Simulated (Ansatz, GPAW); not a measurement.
# Screening of a field by a 4-layer slab of Pb(100), part 3 of 3

Aim: the dipole that a field along the normal induces in a 4-layer slab of Pb(100).

GPAW 26.7.0 and Ansatz 0.2.0; Ansatz plane waves; slab in vacuum with a dipole correction, relaxation (the session's first sound run).

So far. Step 8 (Field on): The dipole is now 0.0734 e Å, against -7.7e-4 in the run without a field.

### 9. Field on (continued)

Level of this step: GPAW, PAW setups; slab in vacuum (GPAW).

The electrostatic potential energy of an electron (without an applied field's), less the Fermi level, planar mean by z:

z (Å), electrostatic potential energy of an electron (without an applied field's), less the Fermi level, planar mean (eV) and a bar from the least value:
```
      0.0        3.8 #############################
      0.5        4.8 ##############################
      1.0        4.8 ##############################
      1.5        4.8 ##############################
      2.0        4.8 ##############################
      2.5        4.8 ##############################
      3.0        4.8 ##############################
      3.5        4.8 ##############################
      4.0        4.8 ##############################
      4.5        4.8 ##############################
      5.0        4.8 ##############################
      5.5        4.7 ##############################
      6.0        4.5 ##############################
      6.5        3.6 ############################
      7.0        0.9 #########################
      7.5       -7.8 ##############
      8.0      -17.7 ##
      8.5       -8.2 ##############
      9.0       -0.3 ########################
      9.5       -0.6 #######################
     10.0       -9.2 ############
     10.5      -18.2 #
     11.0       -8.0 ##############
     11.5       -0.2 ########################
     12.0        0.5 #########################
     12.5       -4.8 ##################
     13.0      -16.9 ###
     13.5      -14.1 ######
     14.0       -3.3 ####################
     14.5       -1.6 ######################
     15.0       -8.5 #############
     15.5      -19.1 
     16.0      -10.7 ###########
     16.5       -1.4 ######################
     17.0        1.5 ##########################
     17.5        2.3 ###########################
     18.0        2.6 ###########################
     18.5        2.6 ###########################
     19.0        2.7 ###########################
     19.5        2.7 ###########################
     20.0        2.7 ###########################
     20.5        2.7 ###########################
     21.0        2.7 ###########################
     21.5        2.7 ###########################
     22.0        2.7 ###########################
     22.5        2.7 ###########################
     23.0        2.7 ###########################
```

The dipole is now 0.148 e Å, against -7.7e-4 in the run without a field.

### 10. In a field

Contents of run.py:

```python
import json
import numpy as np
from ase import Atoms
from gpaw import GPAW, PW
from gpaw.external import ConstantElectricField

slab = Atoms(
    ['Pb', 'Pb', 'Pb', 'Pb'],
    positions=[
        [1.75009, 1.75009, 8.00000],
        [0.00000, 0.00000, 10.47500],
        [1.75009, 1.75009, 13.18539],
        [-0.00000, 0.00000, 15.54614]],
    cell=[[3.50018, 0.0, 0.0], [0.0, 3.50018, 0.0], [0.0, 0.0, 23.425]],
    pbc=[True, True, False])

slab.calc = GPAW(mode=PW(400), xc='PBE', kpts={'size': (9, 9, 1), 'gamma': True},
                 occupations={'name': 'fermi-dirac', 'width': 0.1}, nbands='140%',
                 convergence={'density': 1e-05}, maxiter=200,
                 poissonsolver={'dipolelayer': 'xy'},
                 external=ConstantElectricField(0.3, [0, 0, 1]),
                 symmetry={'tolerance': 1e-3}, txt='slab.txt')
result = {}
energy = slab.get_potential_energy()
fermi = slab.calc.get_fermi_level()
v = slab.calc.get_electrostatic_potential().mean((0, 1)) - fermi
n = slab.calc.get_pseudo_density().mean((0, 1))
L = slab.cell[2, 2]
z = np.arange(len(v)) * L / len(v)
low, high = slab.positions[:, 2].min(), slab.positions[:, 2].max()
below, above = np.interp([low - 5.8, high + 5.8], z, v)
slopes = [np.interp(x, z, np.gradient(v, z)) for x in (low - 5.8, high + 5.8)]
eps = np.array([[slab.calc.get_eigenvalues(k, s) for k in range(len(slab.calc.get_ibz_k_points()))]
                for s in range(slab.calc.get_number_of_spins())]) - fermi
top, bottom = eps[eps < 0].max(), eps[eps > 0].min()
dipole = slab.get_dipole_moment()[2]
print(f'energy {energy:.4f} eV, Fermi level {fermi:.4f} eV, dipole {dipole:.5f} e A')
print(f'potential 5.8 A off the faces, from the Fermi level: lower {below:.4f} eV, upper {above:.4f} eV')
print(f'slope of the potential there: lower {slopes[0]:.5f}, upper {slopes[1]:.5f} eV/A')
print(f'nearest levels on the mesh: {top:.4f} and {bottom:.4f} eV')
print('magnetic moment', round(slab.get_magnetic_moment(), 3))
result.update(energy=energy, fermi=fermi, dipole=dipole, below=below, above=above, slopes=slopes, edges=[top, bottom],
              z=z.tolist(), v=v.tolist(), n=n.tolist(), positions=slab.positions.tolist(),
              forces=slab.get_forces(apply_constraint=False).tolist(), moments=slab.get_magnetic_moments().tolist())
json.dump(result, open('result.json', 'w'))
```

Started as:

```bash
OMP_NUM_THREADS=1 OPENBLAS_NUM_THREADS=2 python run.py
```

The program printed:

```text
energy -14.5446 eV, Fermi level 1.1069 eV, dipole 0.22248 e A
potential 5.8 A off the faces, from the Fermi level: lower 5.4027 eV, upper 2.1163 eV
slope of the potential there: lower -0.00041, upper 0.00022 eV/A
nearest levels on the mesh: -0.1871 and 0.1158 eV
magnetic moment 0.0
```

It took 1.8 min on 2 threads of Intel Xeon 6975P-C (Granite Rapids), shared host; peak memory 0.37 GiB.

The electrostatic potential energy of an electron (without an applied field's), less the Fermi level, planar mean oscillates, so the rows of the table below give means over windows of 2.61 Å about each position, cut where the curve ends. Its maxima inside the range that stand out by 2 % of the span (Å: eV): 2.0: 5.40, 9.2: 0.639, 11.8: 0.825, 14.3: -1.53. Its minima: 8.1: -17.3, 10.5: -18.2, 13.2: -19.0, 15.6: -19.7.

Electrostatic potential energy of an electron (without an applied field's), less the Fermi level, planar mean against z; means over each step:

z (Å), electrostatic potential energy of an electron (without an applied field's), less the Fermi level, planar mean (eV) and a bar from the least value:
```
     1.30        5.3 ##############################
     3.92        5.4 ##############################
     6.53        1.1 ######################
     9.14       -7.4 #####
    11.75       -6.3 #######
    14.36       -9.9 
    16.97       -2.3 ###############
    19.58        2.1 ########################
    22.19        2.2 ########################
```

The dipole is now 0.222 e Å, against -7.7e-4 in the run without a field.

### 11. The series

The members are put on one axis.

This step: induced dipole against applied field (GPAW 26.7.0).

The dipole along the normal by field:

| field (V/Å) | dipole along the normal (e·Å) |
| --- | --- |
| -0.200 | -0.150 |
| -0.100 | -0.0754 |
| -0.050 | -0.0382 |
| 0.000 | -7.7e-4 |
| 0.050 | 0.0362 |
| 0.100 | 0.0734 |
| 0.200 | 0.148 |
| 0.300 | 0.222 |

### 12. A changed run

One more run, with changed settings.

This step: GPAW, PAW setups; slab in vacuum (GPAW 26.7.0).

Changes to run.py since step 10:

```diff
@@ -4,3 +4,2 @@
 from gpaw import GPAW, PW
-from gpaw.external import ConstantElectricField
 
@@ -18,5 +17,4 @@
                  occupations={'name': 'fermi-dirac', 'width': 0.1}, nbands='140%',
-                 convergence={'density': 1e-05}, maxiter=200,
+                 convergence={'density': 1e-05}, maxiter=6,
                  poissonsolver={'dipolelayer': 'xy'},
-                 external=ConstantElectricField(0.3, [0, 0, 1]),
                  symmetry={'tolerance': 1e-3}, txt='slab.txt')
```

The program printed:

```text
gpaw.KohnShamConvergenceError
```

Run time: 19 s. Hardware: 2 threads; peak memory 0.25 GiB.

The run stopped without converging, so none of its numbers is a property of the system.

The fault put into the input: too few SCF iterations (maxiter = 6).

### 13. Outcome

```
work function, upper and lower face            : 3.766 and 3.752 eV
dipole along the normal                        : -7.7e-4 e Å
induced dipole per field                       : 0.745 e Å per V/Å
out-of-plane polarisability per area, α/(ε0 A) : 11.0 Å
```

**Reading.** The field induces 0.745 e Å per V/Å, a polarisable thickness α/(ε0 A) of 11.0 Å beside 7.55 Å between the outermost nuclei. A perfect conductor would give the distance between its two image planes; a dielectric of thickness t gives t(1 - 1/ε). The induced dipole is linear in the field over this range. The small printed dipole stands for a step of 11 meV from the lower to the upper face, and the probes find 14 meV; values this small are near the numerical noise of both. The slab is only 7.5 Å thick between its outer nuclei, so the values belong to this film more than to the surface of the bulk metal. The in-plane lattice was kept as typed, which isn't the functional's own and leaves some strain; spin-orbit coupling and temperature are left out.

[Logs are printed without paths, hosts, clocks, repeated set-up lines and the standing remarks that a program may print on its own settings, such as how far it seeks lower states.]

[Hosts, paths, dates, database ids (printed as entryN), source tags and the programs' standing remarks are cut or masked in the printed files.]
